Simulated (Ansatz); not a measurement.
# Li on Mo(110): change of the work function, part 2 of 4

Aim: the work function of Mo(110) at several coverages of Li (hollow site), and the dipole that each adsorbate carries.

Ansatz 0.2.0; plane-wave DFT, PBE, Ansatz PAW.

So far, work function, upper face (eV): step 2 (the clean slab) 4.60.

### 3. The covered slab, k-mesh 4×4×1, coverage 0.111 ML

System of this step: Li/Mo(110). The cell holds 37 atoms: 36 Mo and 1 Li. Its edges and angles: a = 8.184 Å, b = 8.184 Å, c = 27.102 Å, α = 90.0°, β = 90.0°, γ = 70.5°. Vacuum lies along c.

The clean slab as it ended is repeated in the plane and the adsorbate is set on one face; the cell's size fixes the coverage, and the k-mesh shrinks with it to keep the sampling density about even. Adsorbate and upper layers relax, since the dipole depends on the height.

File input.yaml:

```yaml
crystal:
  lattice:
    - [6.6821590821, -4.725, 0.0]
    - [6.6821590821, 4.725, 0.0]
    - [0.0, 0.0, 27.1015886411]
  atoms:
    - { symbol: Mo, position: [0.0, 0.0, 0.3320838538] }
    - { symbol: Mo, position: [0.1666666667, 0.1666666667, 0.4142704145] }
    - { symbol: Mo, position: [0.0, 0.0, 0.4972773475] }
    - { symbol: Mo, position: [0.1666666667, 0.1666666667, 0.5764664966] }
    - { symbol: Mo, position: [0.0, 0.3333333333, 0.3320838538] }
    - { symbol: Mo, position: [0.1666666667, 0.5, 0.4142704145] }
    - { symbol: Mo, position: [0.0, 0.3333333333, 0.4972773475] }
    - { symbol: Mo, position: [0.1666666667, 0.5, 0.5764664966] }
    - { symbol: Mo, position: [0.0, 0.6666666667, 0.3320838538] }
    - { symbol: Mo, position: [0.1666666667, 0.8333333333, 0.4142704145] }
    - { symbol: Mo, position: [0.0, 0.6666666667, 0.4972773475] }
    - { symbol: Mo, position: [0.1666666667, 0.8333333333, 0.5764664966] }
    - { symbol: Mo, position: [0.3333333333, 0.0, 0.3320838538] }
    - { symbol: Mo, position: [0.5, 0.1666666667, 0.4142704145] }
    - { symbol: Mo, position: [0.3333333333, 0.0, 0.4972773475] }
    - { symbol: Mo, position: [0.5, 0.1666666667, 0.5764664966] }
    - { symbol: Mo, position: [0.3333333333, 0.3333333333, 0.3320838538] }
    - { symbol: Mo, position: [0.5, 0.5, 0.4142704145] }
    - { symbol: Mo, position: [0.3333333333, 0.3333333333, 0.4972773475] }
    - { symbol: Mo, position: [0.5, 0.5, 0.5764664966] }
    - { symbol: Mo, position: [0.3333333333, 0.6666666667, 0.3320838538] }
    - { symbol: Mo, position: [0.5, 0.8333333333, 0.4142704145] }
    - { symbol: Mo, position: [0.3333333333, 0.6666666667, 0.4972773475] }
    - { symbol: Mo, position: [0.5, 0.8333333333, 0.5764664966] }
    - { symbol: Mo, position: [0.6666666667, 0.0, 0.3320838538] }
    - { symbol: Mo, position: [0.8333333333, 0.1666666667, 0.4142704145] }
    - { symbol: Mo, position: [0.6666666667, 0.0, 0.4972773475] }
    - { symbol: Mo, position: [0.8333333333, 0.1666666667, 0.5764664966] }
    - { symbol: Mo, position: [0.6666666667, 0.3333333333, 0.3320838538] }
    - { symbol: Mo, position: [0.8333333333, 0.5, 0.4142704145] }
    - { symbol: Mo, position: [0.6666666667, 0.3333333333, 0.4972773475] }
    - { symbol: Mo, position: [0.8333333333, 0.5, 0.5764664966] }
    - { symbol: Mo, position: [0.6666666667, 0.6666666667, 0.3320838538] }
    - { symbol: Mo, position: [0.8333333333, 0.8333333333, 0.4142704145] }
    - { symbol: Mo, position: [0.6666666667, 0.6666666667, 0.4972773475] }
    - { symbol: Mo, position: [0.8333333333, 0.8333333333, 0.5764664966] }
    - { symbol: Li, position: [0.28, 0.28, 0.6679161462] }
kpoints:
  mp_grid: { grid: [4, 4, 1] }
hamiltonian:
  xc: pbe
scf:
  occupations: { method: fermi_dirac, width: 0.1 }
  convergence: { dr2_threshold: 1.0e-08 }
efield:
  axis: 3
  dipole_correction: true
  ramp_position: 0.97
  ramp_width: 0.06
relax:
  f_tol: 0.02
  max_steps: 60
  constraints:
    - { sites: [0, 1, 4, 5, 8, 9, 12, 13, 16, 17, 20, 21, 24, 25, 28, 29, 32, 33] }
output:
  write_potential: true
  write_density: true
  volumetric_format: npy
```

Launch:

```
> ansatz run input.yaml --threads 4 --pin off --max-ram 16384MiB --backend cpu --events-out ev --progress --plain --runs-dir out
```

Numbers of over 12 decimals in the logs are rounded to 6 here.

What it wrote:

```text
[...]
Crystal: 37 atoms, lattice volume = 1711.368 Å³
Basis set: ecut = 420 eV, 33491 PW (Γ), exchange–correlation on 120×120×384 points (8 copies of the dense FFT grid, shifted against one another)
Bands: 305, of which v1, the nominal top of the filled ones, is band 254 counted from 1 (253 counted from 0)
Symmetry: 2 space group operations
[...]
k-points: 7 of 16 (time reversal used)
[...]
SCF iter   1: F=—  HF=-178600.337426 eV  |F-HF|=—  |Δ(HF+E_count)|=         —  Δρ=3.47e-3  dr2=2.10e0  ethr=1.77e-3  p=0.625 e·Å  D=6.60e-2 V/Å  ΔV_dip=-1.79 eV  dr2_dipole=9.49e-1  V_vac-E_F(+/−)=3.10/4.89 eV  ⟨swp⟩=10.1  Hψ=11108  notcnv=0
[...]
SCF iter  10: F=-178600.307564 eV  HF=-178600.307564 eV  |F-HF|=8.35e-9  |Δ(HF+E_count)|=   4.00e-8  Δρ=2.58e-7  dr2=2.00e-9  ethr=1.97e-12  p=0.507 e·Å  D=5.36e-2 V/Å  ΔV_dip=-1.45 eV  dr2_dipole=7.94e-11  V_vac-E_F(+/−)=3.23/4.68 eV  ⟨swp⟩=11.4  Hψ=15787  notcnv=0
SCF 1 converged in 10 iterations: F = -178600.307564 eV  dr2 = 2.00e-9
[...]
relax step   1: F+E_penalty+E_count = -178600.30756426 eV  Δ(F+E_penalty+E_count) = +0.000e0 eV  max|allowed force component| = 2.170e-1 eV/Å  Δτ_max = 0.0000 Å  (10 SCF iters, accepted)
[...]
SCF iter  10: F=-178600.325669 eV  HF=-178600.325669 eV  |F-HF|=3.61e-9  |Δ(HF+E_count)|=   1.40e-8  Δρ=1.87e-7  dr2=1.54e-9  ethr=1.97e-12  p=0.443 e·Å  D=4.68e-2 V/Å  ΔV_dip=-1.27 eV  dr2_dipole=5.93e-11  V_vac-E_F(+/−)=3.41/4.68 eV  ⟨swp⟩=10.3  Hψ=13624  notcnv=0
SCF 2 converged in 10 iterations: F = -178600.325669 eV  dr2 = 1.54e-9
relax step   2: F+E_penalty+E_count = -178600.32566882 eV  Δ(F+E_penalty+E_count) = -1.810e-2 eV  max|allowed force component| = 1.988e-1 eV/Å  Δτ_max = 0.1926 Å  (10 SCF iters, accepted)
SCF iter   1: F=—  HF=-178600.351671 eV  |F-HF|=—  |Δ(HF+E_count)|=         —  Δρ=1.27e-3  dr2=3.25e-2  ethr=1.08e-4  p=0.443 e·Å  D=4.68e-2 V/Å  ΔV_dip=-1.27 eV  dr2_dipole=1.01e-3  V_vac-E_F(+/−)=3.41/4.68 eV  ⟨swp⟩=2.7  Hψ=3761  notcnv=0
[...]
SCF iter   9: F=-178600.351320 eV  HF=-178600.351320 eV  |F-HF|=4.60e-9  |Δ(HF+E_count)|=   1.16e-8  Δρ=2.15e-7  dr2=1.57e-9  ethr=1.97e-12  p=0.452 e·Å  D=4.77e-2 V/Å  ΔV_dip=-1.29 eV  dr2_dipole=1.84e-11  V_vac-E_F(+/−)=3.39/4.68 eV  ⟨swp⟩=10.9  Hψ=15121  notcnv=0
SCF 3 converged in 9 iterations: F = -178600.351320 eV  dr2 = 1.57e-9
relax step   3: F+E_penalty+E_count = -178600.35132048 eV  Δ(F+E_penalty+E_count) = -2.565e-2 eV  max|allowed force component| = 6.834e-2 eV/Å  Δτ_max = 0.0921 Å  (9 SCF iters, accepted)
[...]
relax step   4: F+E_penalty+E_count = -178600.36244020 eV  Δ(F+E_penalty+E_count) = -1.112e-2 eV  max|allowed force component| = 4.002e-2 eV/Å  Δτ_max = 0.1914 Å  (9 SCF iters, accepted)
[...]
relax step   5: F+E_penalty+E_count = -178600.36780165 eV  Δ(F+E_penalty+E_count) = -5.361e-3 eV  max|allowed force component| = 3.745e-2 eV/Å  Δτ_max = 0.2000 Å  (9 SCF iters, accepted)
[...]
relax step   6: F+E_penalty+E_count = -178600.36795815 eV  Δ(F+E_penalty+E_count) = -1.565e-4 eV  max|allowed force component| = 5.139e-2 eV/Å  Δτ_max = 0.0516 Å  (8 SCF iters, accepted)
SCF iter   1: F=—  HF=-178600.366276 eV  |F-HF|=—  |Δ(HF+E_count)|=         —  Δρ=3.35e-4  dr2=3.73e-3  ethr=3.27e-6  p=0.444 e·Å  D=4.70e-2 V/Å  ΔV_dip=-1.27 eV  dr2_dipole=1.90e-5  V_vac-E_F(+/−)=3.41/4.68 eV  ⟨swp⟩=2.6  Hψ=4328  notcnv=0
[...]
SCF iter   7: F=-178600.368854 eV  HF=-178600.368854 eV  |F-HF|=1.23e-8  |Δ(HF+E_count)|=   4.51e-8  Δρ=3.98e-7  dr2=5.49e-9  ethr=1.97e-12  p=0.445 e·Å  D=4.70e-2 V/Å  ΔV_dip=-1.27 eV  dr2_dipole=1.97e-12  V_vac-E_F(+/−)=3.40/4.68 eV  ⟨swp⟩=11.9  Hψ=15561  notcnv=0
SCF 7 converged in 7 iterations: F = -178600.368854 eV  dr2 = 5.49e-9
relax step   7: F+E_penalty+E_count = -178600.36885353 eV  Δ(F+E_penalty+E_count) = -8.954e-4 eV  max|allowed force component| = 4.644e-3 eV/Å  Δτ_max = 0.0221 Å  (7 SCF iters, accepted)
NSCF: frozen V_eff on 7 k-points
[...]
SCF converged after 7 iterations
Free energy (F): -178600.368854 eV
[...]
Internal energy: -178599.323569 eV  (E = F + TS)
E sigma→0 (E₀):  -178599.846211 eV
Entropy (-TS):   -1.045284 eV (-28.251 meV/atom)
Fermi energy:    4.356418 eV
Dipole field:    D = 0.047039 V/Å  (p = 0.444873 e·Å, saw-weighted, corrected)
Work function:   Φ+ = 3.4045 eV   Φ− = 4.6793 eV
[...]
--- Forces (eV/Å), atoms counted from 1 ---
  atom   1  Mo    -0.00361632    -0.00000000     0.49742409
  atom   2  Mo    -0.01082641    -0.00000000    -0.51022251
  atom   3  Mo     0.00158223     0.00000000     0.00216982
  atom   4  Mo     0.00183451     0.00000000    -0.00161698
  atom   5  Mo    -0.00560712    -0.00641395     0.50360091
  atom   6  Mo    -0.00021142    -0.00252132    -0.48552806
  atom   7  Mo     0.00056834    -0.00003745    -0.00034006
  atom   8  Mo     0.00034887    -0.00192206     0.00353413
  atom   9  Mo    -0.00018832    -0.01414682     0.50085938
  atom  10  Mo     0.00773462    -0.01098913    -0.50441584
  atom  11  Mo    -0.00028168    -0.00100486    -0.00067501
  atom  12  Mo    -0.00002552    -0.00034991    -0.00101109
  atom  13  Mo    -0.00560712     0.00641395     0.50360091
  atom  14  Mo    -0.00021142     0.00252132    -0.48552806
  atom  15  Mo     0.00056834     0.00003745    -0.00034006
  atom  16  Mo     0.00034887     0.00192206     0.00353413
  atom  17  Mo     0.00010749    -0.00000000     0.47576006
  atom  18  Mo     0.01003196     0.00000000    -0.51012363
  atom  19  Mo    -0.00076344     0.00000000     0.00026875
  atom  20  Mo    -0.00014370    -0.00000000    -0.00075000
  atom  21  Mo     0.00567887    -0.00635248     0.50377056
  atom  22  Mo    -0.00851650     0.01066694    -0.50314652
  atom  23  Mo    -0.00039517     0.00067005    -0.00032773
  atom  24  Mo    -0.00019664    -0.00031101    -0.00031106
  atom  25  Mo    -0.00018832     0.01414682     0.50085938
  atom  26  Mo     0.00773462     0.01098913    -0.50441584
  atom  27  Mo    -0.00028168     0.00100486    -0.00067501
  atom  28  Mo    -0.00002552     0.00034991    -0.00101109
  atom  29  Mo     0.00567887     0.00635248     0.50377056
  atom  30  Mo    -0.00851650    -0.01066694    -0.50314652
  atom  31  Mo    -0.00039517    -0.00067005    -0.00032773
  atom  32  Mo    -0.00019664     0.00031101    -0.00031106
  atom  33  Mo     0.00364930     0.00000000     0.49727464
  atom  34  Mo    -0.00062754    -0.00000000    -0.47985575
  atom  35  Mo    -0.00003988    -0.00000000     0.00091174
  atom  36  Mo    -0.00082848    -0.00000000     0.00137149
  atom  37  Li     0.00179298    -0.00000000    -0.00464369
  max |Σ_I F_I| component: 3.07e-5 eV/Å
--- Band table (eV; the first three rows and the last of 7) ---
  k-point 0: bands = [... 250 lower, 4.1491, 4.3113, 4.4625, 4.5028, 4.6922, 4.7108, 4.7387, 4.9490, ... 47 higher]
  k-point 1: bands = [... 250 lower, 4.2867, 4.3499, 4.5693, 4.5863, 4.6407, 4.6753, 4.7021, 4.7695, ... 47 higher]
  k-point 2: bands = [... 250 lower, 4.2228, 4.3087, 4.3366, 4.3804, 4.4539, 4.4567, 4.4950, 4.6588, ... 47 higher]
  k-point 6: bands = [... 250 lower, 3.9080, 3.9086, 3.9280, 3.9316, 4.0504, 4.0908, 4.1584, 4.1825, ... 47 higher]
--- Relaxed structure (7 steps of the walk, 7 accepted, 0 SCFs on fresh bases) ---
  F+E_penalty+E_count = -178600.36885353 eV   max|allowed force component| = 4.644e-3 eV/Å
  atoms:
    - { symbol: Mo, position: [0.0, 0.0, 0.332084] }
    - { symbol: Mo, position: [0.1666666667, 0.1666666667, 0.414270] }
    - { symbol: Mo, position: [0.000217311, 0.000217311, 0.497241] }
    - { symbol: Mo, position: [0.167267, 0.167267, 0.577346] }
    - { symbol: Mo, position: [0.0, 0.333333, 0.332084] }
    - { symbol: Mo, position: [0.166667, 0.5, 0.414270] }
    - { symbol: Mo, position: [-0.000829631, 0.333176, 0.497151] }
    - { symbol: Mo, position: [0.165992, 0.500655, 0.576034] }
    - { symbol: Mo, position: [-5.551115123125783e-17, 0.666667, 0.332084] }
    - { symbol: Mo, position: [0.166667, 0.8333333333, 0.414270] }
    - { symbol: Mo, position: [-0.00062227, 0.667280, 0.496810] }
    - { symbol: Mo, position: [0.167414, 0.832854, 0.577109] }
    - { symbol: Mo, position: [0.333333, 0.0, 0.332084] }
    - { symbol: Mo, position: [0.5, 0.166667, 0.414270] }
    - { symbol: Mo, position: [0.333176, -0.000829631, 0.497151] }
    - { symbol: Mo, position: [0.500655, 0.165992, 0.576034] }
    - { symbol: Mo, position: [0.333333, 0.333333, 0.332084] }
    - { symbol: Mo, position: [0.5, 0.5, 0.414270] }
    - { symbol: Mo, position: [0.333331, 0.333331, 0.496960] }
    - { symbol: Mo, position: [0.499316, 0.499316, 0.577370] }
    - { symbol: Mo, position: [0.3333333333, 0.666667, 0.332084] }
    - { symbol: Mo, position: [0.500000, 0.833333, 0.414270] }
    - { symbol: Mo, position: [0.333485, 0.667450, 0.497156] }
    - { symbol: Mo, position: [0.499190, 0.833810, 0.577098] }
    - { symbol: Mo, position: [0.666667, -5.551115123125783e-17, 0.332084] }
    - { symbol: Mo, position: [0.8333333333, 0.166667, 0.414270] }
    - { symbol: Mo, position: [0.667280, -0.00062227, 0.496810] }
    - { symbol: Mo, position: [0.832854, 0.167414, 0.577109] }
    - { symbol: Mo, position: [0.666667, 0.3333333333, 0.332084] }
    - { symbol: Mo, position: [0.833333, 0.500000, 0.414270] }
    - { symbol: Mo, position: [0.667450, 0.333485, 0.497156] }
    - { symbol: Mo, position: [0.833810, 0.499190, 0.577098] }
    - { symbol: Mo, position: [0.6666666667, 0.6666666667, 0.332084] }
    - { symbol: Mo, position: [0.8333333333, 0.8333333333, 0.414270] }
    - { symbol: Mo, position: [0.666418, 0.666418, 0.497248] }
    - { symbol: Mo, position: [0.833332, 0.833332, 0.576116] }
    - { symbol: Li, position: [0.332379, 0.332379, 0.663368] }
```

It took 22 min on 4 threads of Arm Neoverse V1, shared host; peak memory 9.5 GiB.

Relaxation path:

| step | energy less that of the first step (eV) | largest force component (eV/Å) |
| --- | --- | --- |
| 1 | 0.0000 | 0.2170 |
| 2 | -0.0181 | 0.1988 |
| 3 | -0.0438 | 0.0683 |
| 4 | -0.0549 | 0.0400 |
| 5 | -0.0602 | 0.0374 |
| 6 | -0.0604 | 0.0514 |
| 7 | -0.0613 | 0.0046 |

The run keeps the 2 symmetry operations that it works with, so distortions that break them were not tested.

The atoms that moved most (Å):

| atom | dx | dy | dz | length |
| --- | --- | --- | --- | --- |
| Li37 | 0.700 | 0.000 | -0.123 | 0.711 |
| Mo20 | -0.009 | 0.000 | 0.024 | 0.026 |
| Mo4 | 0.008 | 0.000 | 0.024 | 0.025 |
| Mo28 | 0.002 | 0.006 | 0.017 | 0.018 |
| Mo12 | 0.002 | -0.006 | 0.017 | 0.018 |
| Mo24 | -0.002 | 0.006 | 0.017 | 0.018 |
| Mo32 | -0.002 | -0.006 | 0.017 | 0.018 |
| Mo11 | 0.000 | 0.006 | -0.013 | 0.014 |

Final coordinates:

```xyz
37
Lattice="6.6822 -4.7250 0.0000 6.6822 4.7250 0.0000 0.0000 0.0000 27.1016" Properties=species:S:1:pos:R:3
Mo    0.0000    0.0000    9.0000
Mo    2.2274    0.0000   11.2274
Mo    0.0029    0.0000   13.4760
Mo    2.2354    0.0000   15.6470
Mo    2.2274    1.5750    9.0000
Mo    4.4548    1.5750   11.2274
Mo    2.2208    1.5782   13.4736
Mo    4.4546    1.5813   15.6114
Mo    4.4548    3.1500    9.0000
Mo    6.6822    3.1500   11.2274
Mo    4.4547    3.1558   13.4643
Mo    6.6840    3.1442   15.6406
Mo    2.2274   -1.5750    9.0000
Mo    4.4548   -1.5750   11.2274
Mo    2.2208   -1.5782   13.4736
Mo    4.4546   -1.5813   15.6114
Mo    4.4548    0.0000    9.0000
Mo    6.6822    0.0000   11.2274
Mo    4.4547    0.0000   13.4684
Mo    6.6730    0.0000   15.6476
Mo    6.6822    1.5750    9.0000
Mo    8.9095    1.5750   11.2274
Mo    6.6884    1.5780   13.4737
Mo    8.9073    1.5811   15.6403
Mo    4.4548   -3.1500    9.0000
Mo    6.6822   -3.1500   11.2274
Mo    4.4547   -3.1558   13.4643
Mo    6.6840   -3.1442   15.6406
Mo    6.6822   -1.5750    9.0000
Mo    8.9095   -1.5750   11.2274
Mo    6.6884   -1.5780   13.4737
Mo    8.9073   -1.5811   15.6403
Mo    8.9095    0.0000    9.0000
Mo   11.1369    0.0000   11.2274
Mo    8.9062    0.0000   13.4762
Mo   11.1369    0.0000   15.6136
Li    4.4420    0.0000   17.9783
```

Numbers from this step:

| Item | Value |
| --- | --- |
| energy at zero smearing | -178599.8462 eV |
| work function, upper face | 3.405 eV |
| work function, lower face | 4.679 eV |
| dipole along the normal | 0.4449 e·Å |
| step between the vacuum levels | -1.275 eV |

Running mean over 2.227 Å of the planar mean; the ramp of the sawtooth is left out. Table of electron's electrostatic potential energy less the Fermi level by z:

| z (Å) | electron's electrostatic potential energy less the Fermi level (eV) |
| --- | --- |
| 3.5 | 4.68 |
| 4.0 | 4.68 |
| 4.5 | 4.68 |
| 5.0 | 4.67 |
| 5.5 | 4.64 |
| 6.0 | 4.54 |
| 6.5 | 4.22 |
| 7.0 | 3.18 |
| 7.5 | -0.130 |
| 8.0 | -5.99 |
| 8.5 | -10.8 |
| 9.0 | -12.4 |
| 9.5 | -12.6 |
| 10.0 | -12.7 |
| 10.5 | -12.8 |
| 11.0 | -12.9 |
| 11.5 | -12.9 |
| 12.0 | -12.8 |
| 12.5 | -12.8 |
| 13.0 | -12.9 |
| 13.5 | -13.0 |
| 14.0 | -13.3 |
| 14.5 | -13.5 |
| 15.0 | -13.2 |
| 15.5 | -12.7 |
| 16.0 | -11.5 |
| 16.5 | -7.68 |
| 17.0 | -2.00 |
| 17.5 | 1.84 |
| 18.0 | 2.94 |
| 18.5 | 3.15 |
| 19.0 | 3.23 |
| 19.5 | 3.34 |
| 20.0 | 3.38 |
| 20.5 | 3.40 |
| 21.0 | 3.40 |
| 21.5 | 3.40 |
| 22.0 | 3.40 |
| 22.5 | 3.40 |
| 23.0 | 3.40 |
| 23.5 | 3.40 |

The relaxation took 7 steps and lowered the energy by 0.061 eV; the largest force on the free atoms ends at 0.0046 eV/Å.

The covered face has 3.40 eV, -1.19 eV against the clean one; the bare back face has moved by -0.02 eV, a measure of how thin the slab is.

(Part 2 of 4 ends here.)

[Logs are printed without paths, hosts, clocks, repeated set-up lines and the standing remarks that a program may print on its own settings, such as how far it seeks lower states.]

[Hosts, paths, dates, database ids (printed as entryN), source tags and the programs' standing remarks are cut or masked in the printed files.]

[Maps of the electrostatic potential energy from Ansatz leave out the sawtooth potential of an applied field or a dipole correction, so their vacuum need not be flat; planar profiles and work functions include it.]
